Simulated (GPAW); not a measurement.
Computed results, one entry a study.

```xyz
12
Lattice="5.945 0.000 0.000 0.000 5.945 0.000 0.000 0.000 5.945" Properties=species:S:1:pos:R:3 pbc="T T T" subject="A GW chain in GPAW: ZnS2 (Pa-3)" method="DFT, LDA, plane waves, PAW (and 1 further level or step)" program="GPAW 26.7.0" settings_of_one_run="cutoff 600 eV, GPAW PAW setups 1.2.1 data release, 2×2×2 k-mesh, nbands 260" cost="4 runs, 6.6 min in all on 4 MPI ranks of AMD EPYC 9R14 (Zen 4), shared host (the runs of this entry)" notes="The cell and positions are those that the Materials Project relaxed with its own functionals (PBE, PBE+U or r2SCAN), kept fixed. Only 1 of the mesh’s irreducible points was corrected, so a valley elsewhere could overtake. Bands and cutoff are finite, so the gap is not at the basis limit. The miss can reach some tenths of an eV and take either sign; the mesh is an error of its own. The 2×2×2 mesh is coarse for this cell, which bears on the long-range parts of exchange and screening." lda_gap="1.26 eV, indirect" g0w0_gap_on_the_mesh="2.76 eV" g0w0_gap_over_the_zone_rigid_shift="2.38 eV" gw_settings="2×2×2 mesh, 250 bands, screening to 65 eV, Godby-Needs plasmon pole" known_limits="not at the basis limit; coarse k mesh"
Zn    2.973    2.973    0.000
Zn    2.973    0.000    2.973
Zn    0.000    2.973    2.973
Zn    0.000    0.000    0.000
S     0.596    5.349    2.377
S     5.349    2.377    0.596
S     2.377    0.596    5.349
S     3.569    3.569    3.569
S     5.349    0.596    3.569
S     0.596    3.569    5.349
S     3.569    5.349    0.596
S     2.377    2.377    2.377
```

[Paths, hosts, dates, memory and timing lines, banners, echoed tables and standing remarks are left out of the program output.]

[Logs are printed without paths, hosts, clocks, repeated set-up lines and the standing remarks that a program may print on its own settings, such as how far it seeks lower states.]

[Runs of the session that timed out or met a known fault of the program may be left out.]

[Hosts, paths, dates, database ids (printed as entryN), source tags and the programs' standing remarks are cut or masked in the printed files.]
